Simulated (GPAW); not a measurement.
# How the form of the self-energy moves the gap of F (C2/m)

Wanted: the gap of F (C2/m) under several approximations, with cost.

Calculated with GPAW 26.7.0; LDA and many-body steps on it, plane waves.

### Step 1. The structure

It takes space group C2/m (No. 12, monoclinic). Conventional cell: a = 5.301 Å, b = 3.035 Å, c = 7.047 Å, α = 90.00°, β = 107.37°, γ = 90.00°. Nearest to F lie 1 F at 1.41 Å. Nearest to F lie 1 F at 1.41 Å.

Coordinates:

```xyz
4
Lattice="2.6505 -1.5173 0.0000 2.6505 1.5173 0.0000 -2.1034 0.0000 6.7261" Properties=species:S:1:pos:R:3 pbc="T T T"
F     1.8312    0.0000    2.6962
F     0.2451    0.0000    0.6632
F     1.3664    0.0000    4.0299
F     2.9525    0.0000    6.0629
```

The cell and positions are those that the Materials Project relaxed with its own functionals (PBE, PBE+U or r2SCAN), kept fixed.

### Step 2. Empty states on the mesh, 4×4×2 mesh, 192 bands

This step: GPAW 26.7.0; DFT, LDA, plane waves, PAW.

The sums over transitions need many empty states on a uniform mesh; this step solves for them.

The input, run.py:

```python
import json
import numpy as np
from gpaw.mpi import world
from gpaw import GPAW

calc = GPAW('gs.gpw').fixed_density(kpts={'size': (4, 4, 2), 'gamma': True},
    parallel={'domain': 1, 'band': 1},
    txt='nscf.txt')
calc.diagonalize_full_hamiltonian(nbands=192)
calc.write('full.gpw', mode='all')
res = {}
kpts = calc.get_ibz_k_points()
res['kpts'] = kpts
res['eigenvalues'] = [calc.get_eigenvalues(kpt=k) for k in range(len(kpts))]
res['n_electrons'] = calc.get_number_of_electrons()

if world.rank == 0:
    with open('result.json', 'w') as f:
        json.dump(res, f, default=lambda x: x.tolist())
```

Command:

```bash
mpirun -n 4 gpaw python run.py
```

Numbers of over 12 decimals in the logs are rounded to 6 here.

Log:

```text
Diagonalizing LCAO Hamiltonian
Converting LCAO to pw mode
convergence criteria:
- Maximum integral of absolute [eigenst]ate change: 4e-08 eV^2 / valence electron
maximum number of iterations: 100

SCF iterations
|iter     |     time |      energy | eigst |  dens |
|iter:   1|  |             | +2.24 |       |
|iter:   2|  |             | +0.79 |       |
|iter:   3|  |             | -0.32 |       |
[...]
|iter:   9|  |             | -5.57 |       |
|iter:  10|  |             | -6.66 |       |
|iter:  11|  |             | -7.55c|       |
SCF steps: 11
  __  _  _
 | _ |_)|_||  |
 |__||  | ||/\| - 26.7.0

Input parameters:
  mode=PW(ecut=600.0),
  convergence={'density': 1e-06, 'bands': -3},
  gpts=array([18, 18, 40]),
  kpts=MonkhorstPack(size=(4, 4, 2), gamma=True),
  maxiter=100,
  nbands=22,
  occupations=Occupations(name='fermi-dirac', width=0.001, fixmagmom=False),
  parallel={'domain': 1, 'band': 1},
  xc=XC(name='LDA')
Matrix size: 1806x1806
# Writing to full.gpw (mode='all')
  [... matrices ...]

timing:  # [seconds]
  Total: 25.236  # ━━━━━━━━━━━━━━━━━━━━━━━━━━━━━━━━━━━━━━━━━━━━━━━━━━━━━━━━━━
```

It took 31 s on 4 MPI ranks of Arm Neoverse V1, shared host; peak memory 1.7 GiB; 2 min of CPU time.

Numbers from this step:

```
gap                                                           : 2.329 eV
k of the valence top                                          : 0.5, 0.5, 0
k of the conduction bottom                                    : 0, 0, 0
least direct gap                                              : 2.405 eV
k points computed                                             : 14
lowest point of the top converged band, above the valence top : 126.1263 eV
```

On this mesh the gap is 2.329 eV.

### Step 3. G0W0, Godby-Needs plasmon pole

Now the one-shot GW correction: screening in the RPA, then the self-energy of the levels asked for.

This step: G0W0 on LDA, plane waves, PAW.

The input, run.py:

```python
import json
import numpy as np
from gpaw.mpi import world
from gpaw.response.g0w0 import G0W0

gw = G0W0('full.gpw',
    filename='gw',
    kpts=[0, 12],
    bands=(12, 16),
    ecut=78,
    nbands=84,
    integrate_gamma='WS',
    ppa=True)
gw.calculate()
res = {mode: {k: v for k, v in r.items() if k != 'sigma_eskwn'}
       for mode, r in gw.all_results.items()}

if world.rank == 0:
    with open('result.json', 'w') as f:
        json.dump(res, f, default=lambda x: x.tolist())
```

Command:

```bash
mpirun -n 4 gpaw python run.py
```

Log:

```text
Using integrator: PointIntegrator
FrequencyGridDescriptor(from 0.000+0.000j to 0.000+27.211j eV, 2 points)
Nonperiodic BCs:  [False False False]
Using integrator: PointIntegrator
FrequencyGridDescriptor(from 0.000+0.000j to 0.000+27.211j eV, 2 points)
Nonperiodic BCs:  [False False False]
  ___  _ _ _
 |   || | | |
 | | || | | |
 |__ ||_____|
 |___|

BZ k-points: Symmetries present (total): 4

  [... matrices ...]
32 k-points: 4 x 4 x 2 Monkhorst-Pack grid + [1/8,1/8,1/4]
14 k-points in the irreducible part of the Brillouin zone
       k-points in crystal coordinates                weights
   0:     0.00000000    0.00000000    0.00000000          1/32
   1:     0.00000000    0.00000000    0.50000000          1/32
   2:     0.25000000   -0.25000000    0.00000000          2/32
   3:     0.25000000   -0.25000000    0.50000000          2/32
   4:     0.25000000    0.00000000    0.00000000          4/32
   5:     0.25000000    0.00000000    0.50000000          4/32
   6:     0.25000000    0.25000000    0.00000000          2/32
   7:     0.25000000    0.25000000    0.50000000          2/32
   8:     0.50000000    0.00000000    0.00000000          2/32
   9:     0.50000000    0.00000000    0.50000000          2/32
          ...
  13:     0.50000000    0.50000000    0.50000000          1/32

Distributing spins, k-points and bands (1 x 2 x 4) over 4 processes
Number of blocks: 1

Quasi particle states:
k-points (IBZ indices): [0, 12]
Band range: (12, 16)
  [... matrices ...]
Computational parameters:
Plane wave cut-off: 78 eV
Number of bands: 84
Coulomb cutoff: None
Broadening: 0.1 eV

fxc modes: GW
Kernel: RPA
Using Godby-Needs plasmon-pole approximation:
  Fitting energy: i*E0, E0 = 1.000 Hartree
Summing all q:

Calculating screened Coulomb potential
No Coulomb truncation
FrequencyGridDescriptor(from 0.000+0.000j to 0.000+27.211j eV, 2 points)
Removing empty qpoint cache files...

Calculating chi0 body with:
    Ground state adapter containing:
    Number of spins: 1
    Number of kpoints: 32
    Number of irreducible kpoints: 14
    Number of completely occupied states: 14
    Number of partially occupied states: 14
    Occupied states memory: 2.7685546875 M / cpu

    Linear response parametrization:
    q_c: [0.0, 0.0, 0.0]
    Number of frequency points: 2
    Planewave cutoff: 78.0
    Number of bands: 84
    Number of planewaves: 79
    Broadening (eta): 1e-06
    comm.size: 4
    kncomm.size: 4
    blockcomm.size: 1

    Memory estimate of potentially large arrays:
        chi0_wGG: 0.190460 M / cpu
Integrating chi0 body.

Symmetries of q_c:
    Direct symmetries (Uq -> q): 4
    Indirect symmetries (TUq -> q): 0
In total 4 allowed symmetries.

  [... matrices ...]
14 groups of equivalent kpoints. 56.25% reduction.

Integral kind: response function
Integrating chi0 head and wings.

Symmetries of q_c:
    Direct symmetries (Uq -> q): 4
    Indirect symmetries (TUq -> q): 0
In total 4 allowed symmetries.

  [... matrices ...]
14 groups of equivalent kpoints. 56.25% reduction.

Integral kind: response function wings

Calculating chi0 body with:
    Ground state adapter containing:
    Number of spins: 1
    Number of kpoints: 32
    Number of irreducible kpoints: 14
    Number of completely occupied states: 14
    Number of partially occupied states: 14
    Occupied states memory: 2.7685546875 M / cpu

    Linear response parametrization:
[... the further q-points ...]

Results:
f:      Occupation numbers
eps:     KS-eigenvalues [eV]
vxc:     KS vxc [eV]
exx:     Exact exchange [eV]
sigma:   Self-energies [eV]
dsigma:  Self-energy derivatives
Z:       Renormalization factors
qp:      QP-energies [eV]

k-point 0 (0): (0.000, 0.000, 0.000)                GW
band       f     eps     vxc     exx   sigma  dsigma       Z      qp
                                                                   GW
  12   1.000  -3.857 -25.378 -33.899   5.421  -0.242   0.805  -6.353
  13   1.000  -3.701 -25.579 -34.033   5.411  -0.240   0.806  -6.155
  14   0.000  -1.296 -24.112 -16.441  -2.673  -0.215   0.823   2.816
  15   0.000  -0.043 -26.607 -17.717  -3.068  -0.252   0.799   4.608

k-point 1 (12): (0.500, 0.500, 0.000)                GW
band       f     eps     vxc     exx   sigma  dsigma       Z      qp
                                                                   GW
  12   1.000  -4.076 -24.938 -33.476   5.400  -0.245   0.803  -6.598
  13   1.000  -3.625 -25.717 -34.179   5.421  -0.239   0.807  -6.079
  14   0.000  -0.663 -25.441 -17.174  -2.827  -0.232   0.812   3.753
  15   0.000  -0.528 -25.783 -17.403  -2.853  -0.236   0.809   3.945
```

Run time: 27 s. Hardware: 4 MPI ranks; peak memory 0.88 GiB; 1.8 min of CPU time.

This step gave:

* G0W0 gap on the points computed: 8.895 eV
* least direct G0W0 gap on the computed points: 8.971 eV
* Z at the valence top: 0.8069
* Z at the conduction bottom: 0.8228
* starting gap on the mesh: 2.329 eV
* k of the valence top: 0.5, 0.5, 0
* k of the conduction bottom: 0, 0, 0

The gap on the mesh goes from 2.33 eV to 8.90 eV, a correction of +6.57 eV.

### Step 4. One-shot HSE06

This step: one-shot HSE06 levels on LDA orbitals, plane waves, PAW.

The input, run.py:

```python
import json
import numpy as np
from gpaw.mpi import world
from gpaw.hybrids.eigenvalues import non_self_consistent_eigenvalues

dft, vxc, vxc_hyb = non_self_consistent_eigenvalues('full.gpw', 'HSE06', 12, 16, kpt_indices=[0, 12])
res = {'dft': dft[0], 'hybrid': (dft - vxc + vxc_hyb)[0]}
if world.rank == 0:
    with open('hybrid.txt', 'w') as f:
        for k, e0, e1 in zip([0, 12], res['dft'], res['hybrid']):
            print(k, ' '.join(f'{x:9.4f}' for x in e0), '|', ' '.join(f'{x:9.4f}' for x in e1), file=f)

if world.rank == 0:
    with open('result.json', 'w') as f:
        json.dump(res, f, default=lambda x: x.tolist())
```

Command:

```bash
mpirun -n 4 gpaw python run.py
```

Log:

```text
IBZ(<points: 14, symmetries: 4>)
Occupied bands: 14
Transforming wave functions from IBZ to BZ: 0.010 seconds
Distributing wave functions and iFFT-ing to real space: 0.091 seconds
Calculating eigenvalues:
  k-points: 2
  Bands: 12-15 (inclusive)
  Seconds: 0.393 (wave-function broadcasting: 0.006 seconds)
HSE06-eigenvalue shifts:
  min: -2.054 eV
  ave: -0.279 eV
  max: 1.607 eV
```

Run time: 3 s. Hardware: 4 MPI ranks; peak memory 0.49 GiB.

Numbers from this step:

```
starting gap on the mesh                       : 2.329 eV
hybrid gap on the mesh                         : 5.751 eV
least direct hybrid gap on the computed points : 5.823 eV
```

### Step 5. G0W0, extrapolated in the cutoff

This step: G0W0 on LDA, plane waves, PAW.

The input, run.py:

```python
import json
import numpy as np
from gpaw.mpi import world
from gpaw.response.g0w0 import G0W0

gw = G0W0('full.gpw',
    filename='gw',
    kpts=[0, 12],
    bands=(12, 16),
    ecut=130.0,
    integrate_gamma='WS',
    ppa=True,
    ecut_extrapolation=True)
gw.calculate()
res = {mode: {k: v for k, v in r.items() if k != 'sigma_eskwn'}
       for mode, r in gw.all_results.items()}

if world.rank == 0:
    with open('result.json', 'w') as f:
        json.dump(res, f, default=lambda x: x.tolist())
```

Command:

```bash
mpirun -n 4 gpaw python run.py
```

Log:

```text
Using integrator: PointIntegrator
FrequencyGridDescriptor(from 0.000+0.000j to 0.000+27.211j eV, 2 points)
Nonperiodic BCs:  [False False False]
Using integrator: PointIntegrator
FrequencyGridDescriptor(from 0.000+0.000j to 0.000+27.211j eV, 2 points)
Nonperiodic BCs:  [False False False]
  ___  _ _ _
 |   || | | |
 | | || | | |
 |__ ||_____|
 |___|

BZ k-points: Symmetries present (total): 4

  [... matrices ...]
32 k-points: 4 x 4 x 2 Monkhorst-Pack grid + [1/8,1/8,1/4]
14 k-points in the irreducible part of the Brillouin zone
       k-points in crystal coordinates                weights
   0:     0.00000000    0.00000000    0.00000000          1/32
   1:     0.00000000    0.00000000    0.50000000          1/32
   2:     0.25000000   -0.25000000    0.00000000          2/32
[...]
9:     0.50000000    0.00000000    0.50000000          2/32
          ...
  13:     0.50000000    0.50000000    0.50000000          1/32

Distributing spins, k-points and bands (1 x 2 x 4) over 4 processes
Number of blocks: 1

Quasi particle states:
k-points (IBZ indices): [0, 12]
Band range: (12, 16)
  [... matrices ...]
Computational parameters:
Extrapolating to infinite plane wave cut-off using points at:
  112.031 eV
  120.183 eV
  130.000 eV
Number of bands: 182
Coulomb cutoff: None
Broadening: 0.1 eV

fxc modes: GW
Kernel: RPA
Using Godby-Needs plasmon-pole approximation:
  Fitting energy: i*E0, E0 = 1.000 Hartree
Summing all q:

Calculating screened Coulomb potential
No Coulomb truncation
FrequencyGridDescriptor(from 0.000+0.000j to 0.000+27.211j eV, 2 points)
Removing empty qpoint cache files...

Calculating chi0 body with:
    Ground state adapter containing:
    Number of spins: 1
    Number of kpoints: 32
    Number of irreducible kpoints: 14
[...]
chi0_wGG: 0.999786 M / cpu
Integrating chi0 body.

Symmetries of q_c:
    Direct symmetries (Uq -> q): 4
    Indirect symmetries (TUq -> q): 0
In total 4 allowed symmetries.

  [... matrices ...]
14 groups of equivalent kpoints. 56.25% reduction.

Integral kind: response function
Integrating chi0 head and wings.

Symmetries of q_c:
    Direct symmetries (Uq -> q): 4
    Indirect symmetries (TUq -> q): 0
In total 4 allowed symmetries.

  [... matrices ...]
14 groups of equivalent kpoints. 56.25% reduction.

Integral kind: response function wings

Calculating chi0 body with:
    Ground state adapter containing:
    Number of spins: 1
    Number of kpoints: 32
    Number of irreducible kpoints: 14
    Number of completely occupied states: 14
    Number of partially occupied states: 14
    Occupied states memory: 2.7685546875 M / cpu

    Linear response parametrization:
[... the further q-points ...]
Extrapolating selfenergy to infinite energy cutoff:
  Performing linear fit to 3 points
  Warning: Bad quality of linear fit for some (n,k).
           Higher cutoff might be necessary.
  Minimum R^2 = 0.0088. (R^2 Should be close to 1)
  [... matrices ...]
Results:
f:      Occupation numbers
eps:     KS-eigenvalues [eV]
vxc:     KS vxc [eV]
exx:     Exact exchange [eV]
sigma:   Self-energies [eV]
dsigma:  Self-energy derivatives
Z:       Renormalization factors
qp:      QP-energies [eV]

k-point 0 (0): (0.000, 0.000, 0.000)                GW
band       f     eps     vxc     exx   sigma  dsigma       Z      qp
                                                                   GW
  12   1.000  -3.857 -25.378 -33.899   5.467  -0.258   0.795  -6.287
  13   1.000  -3.701 -25.579 -34.033   5.466  -0.260   0.794  -6.073
  14   0.000  -1.296 -24.112 -16.441  -3.184  -0.242   0.805   2.317
[...]
k-point 1 (12): (0.500, 0.500, 0.000)                GW
band       f     eps     vxc     exx   sigma  dsigma       Z      qp
                                                                   GW
[...]
14   0.000  -0.663 -25.441 -17.174  -3.448  -0.253   0.798   3.185
  15   0.000  -0.528 -25.783 -17.403  -3.487  -0.249   0.801   3.391
```

Wall time 93 s (4 MPI ranks); peak memory 1.1 GiB.

Numbers from this step:

```yaml
quasiparticle_gap_on_the_points_computed: 8.310 eV
least_direct_quasiparticle_gap_on_the_computed_points: 8.390 eV
z_at_the_valence_top: 0.7938
z_at_the_conduction_bottom: 0.8052
starting_gap_on_the_mesh: 2.329 eV
k_of_the_valence_top: 0.5, 0.5, 0
k_of_the_conduction_bottom: 0, 0, 0
gaps_at_the_cutoffs_of_the_extrapolation: 8.629, 8.595, 8.565 eV
```

Against G0W0 in GPAW (4×4×2 mesh, 84 bands, screening to 78 eV, Godby-Needs plasmon pole), the gap moves by −0.585 eV.

### Step 6. One-shot Hartree-Fock

This step: one-shot Hartree-Fock levels on LDA orbitals, plane waves, PAW.

The input, run.py:

```python
import json
import numpy as np
from gpaw.mpi import world
from gpaw.hybrids.eigenvalues import non_self_consistent_eigenvalues

dft, vxc, vxc_hyb = non_self_consistent_eigenvalues('full.gpw', 'EXX', 12, 16, kpt_indices=[0, 12])
res = {'dft': dft[0], 'hybrid': (dft - vxc + vxc_hyb)[0]}
if world.rank == 0:
    with open('hybrid.txt', 'w') as f:
        for k, e0, e1 in zip([0, 12], res['dft'], res['hybrid']):
            print(k, ' '.join(f'{x:9.4f}' for x in e0), '|', ' '.join(f'{x:9.4f}' for x in e1), file=f)

if world.rank == 0:
    with open('result.json', 'w') as f:
        json.dump(res, f, default=lambda x: x.tolist())
```

Command:

```bash
mpirun -n 4 gpaw python run.py
```

Log:

```text
IBZ(<points: 14, symmetries: 4>)
Occupied bands: 14
Transforming wave functions from IBZ to BZ: 0.010 seconds
Distributing wave functions and iFFT-ing to real space: 0.093 seconds
Calculating eigenvalues:
  k-points: 2
  Bands: 12-15 (inclusive)
  Seconds: 0.545 (wave-function broadcasting: 0.006 seconds)
HSE06-eigenvalue shifts:
  min: -8.538 eV
  ave: -0.096 eV
  max: 8.889 eV
```

Wall time 3.1 s (4 MPI ranks); peak memory 0.48 GiB.

This step gave:

```
starting gap on the mesh                       : 2.329 eV
hybrid gap on the mesh                         : 18.46 eV
least direct hybrid gap on the computed points : 18.53 eV
```

### Step 7. G0W0, full frequency, Hilbert transform

This step: G0W0 on LDA, plane waves, PAW.

The input, run.py:

```python
import json
import numpy as np
from gpaw.mpi import world
from gpaw.response.g0w0 import G0W0

gw = G0W0('full.gpw',
    filename='gw',
    kpts=[0, 12],
    bands=(12, 16),
    ecut=78,
    nbands=84,
    integrate_gamma='WS',
    frequencies={'type': 'nonlinear', 'domega0': 0.1, 'omega2': 15.0},
    eta=0.1,
    nblocksmax=True)
gw.calculate()
res = {mode: {k: v for k, v in r.items() if k != 'sigma_eskwn'}
       for mode, r in gw.all_results.items()}

if world.rank == 0:
    with open('result.json', 'w') as f:
        json.dump(res, f, default=lambda x: x.tolist())
```

Command:

```bash
mpirun -n 4 gpaw python run.py
```

Log:

```text
Using integrator: PointIntegrator
NonLinearFrequencyDescriptor(from 0.000 to 97.423 eV, 265 points)
Nonperiodic BCs:  [False False False]
Using integrator: PointIntegrator
NonLinearFrequencyDescriptor(from 0.000 to 97.423 eV, 265 points)
Nonperiodic BCs:  [False False False]
  ___  _ _ _
 |   || | | |
 | | || | | |
 |__ ||_____|
 |___|

BZ k-points: Symmetries present (total): 4

  [... matrices ...]
32 k-points: 4 x 4 x 2 Monkhorst-Pack grid + [1/8,1/8,1/4]
14 k-points in the irreducible part of the Brillouin zone
       k-points in crystal coordinates                weights
[...]
GW
  12   1.000  -3.857 -25.378 -33.899   5.407  -0.368   0.731  -6.135
  13   1.000  -3.701 -25.579 -34.033   5.386  -0.357   0.737  -5.962
  14   0.000  -1.296 -24.112 -16.441  -2.667  -0.322   0.756   2.489
[...]
k-point 1 (12): (0.500, 0.500, 0.000)                GW
band       f     eps     vxc     exx   sigma  dsigma       Z      qp
                                                                   GW
[...]
14   0.000  -0.663 -25.441 -17.174  -2.874  -0.376   0.727   3.257
  15   0.000  -0.528 -25.783 -17.403  -2.909  -0.386   0.721   3.419
```

Wall time 44 s (4 MPI ranks); peak memory 0.94 GiB.

This step gave:

```yaml
g0w0_gap_on_the_points_computed: 8.391 eV
least_direct_g0w0_gap_on_the_computed_points: 8.452 eV
starting_gap_on_the_mesh: 2.329 eV
k_of_the_valence_top: 0.5, 0.5, 0
k_of_the_conduction_bottom: 0, 0, 0
```

Against G0W0 in GPAW (4×4×2 mesh, 84 bands, screening to 78 eV, Godby-Needs plasmon pole), the gap moves by −0.504 eV.

### Step 8. The runs together

Times are wall times on 4 MPI ranks of Arm Neoverse V1, shared host, good to a factor of about two.

```
                                    run   mesh  bands  screening cutoff (eV)  DFT gap (eV)  gap on the mesh (eV)  direct (eV)   time
         G0W0, Godby-Needs plasmon pole  4×4×2     84                     78         2.329                 8.895        8.971   27 s
                         one-shot HSE06  4×4×2      -                      -         2.329                 5.751        5.823    3 s
       G0W0, extrapolated in the cutoff  4×4×2      -                    130         2.329                 8.310        8.390   93 s
                  one-shot Hartree-Fock  4×4×2      -                      -         2.329                18.463       18.531  3.1 s
G0W0, full frequency, Hilbert transform  4×4×2     84                     78         2.329                 8.391        8.452   44 s
```

### Step 9. What came out

```yaml
g0w0_godby_needs_plasmon_pole: 8.895 eV
one_shot_hse06: 5.751 eV
g0w0_extrapolated_in_the_cutoff: 8.310 eV
one_shot_hartree_fock: 18.463 eV
g0w0_full_frequency_hilbert_transform: 8.391 eV
known_limits: not at the basis limit; coarse k mesh
```

One-shot HSE06: −3.144 eV against G0W0, Godby-Needs plasmon pole. G0W0, extrapolated in the cutoff: −0.585 eV against G0W0, Godby-Needs plasmon pole, at other bands or cutoff, so not like for like. One-shot Hartree-Fock: +9.567 eV against G0W0, Godby-Needs plasmon pole. G0W0, full frequency, Hilbert transform: −0.504 eV against G0W0, Godby-Needs plasmon pole. Bare exchange alone opens the gap to 18.46 eV; against G0W0, correlation takes back 9.57 eV. One-shot hybrid levels are evaluated on the LDA orbitals. Bands and cutoff are finite, so the gap is not at the basis limit. The miss can reach some tenths of an eV and take either sign; the mesh is an error of its own. These stock PAW sets were not made for GW. In the G0W0 runs levels were corrected at 2 k points alone, so a gap called «on the mesh» is the least over those, and an edge elsewhere would be missed. The program warns of a poor linear fit in the extrapolation of some level, so the extrapolated values are rough. The 4×4×2 mesh is coarse for this cell, which bears on the long-range parts of exchange and screening.

[Paths, hosts, dates, memory and timing lines, banners, echoed tables and standing remarks are left out of the program output.]

[Logs are printed without paths, hosts, clocks, repeated set-up lines and the standing remarks that a program may print on its own settings, such as how far it seeks lower states.]

[Runs of the session that timed out or met a known fault of the program may be left out.]

[Hosts, paths, dates, database ids (printed as entryN), source tags and the programs' standing remarks are cut or masked in the printed files.]
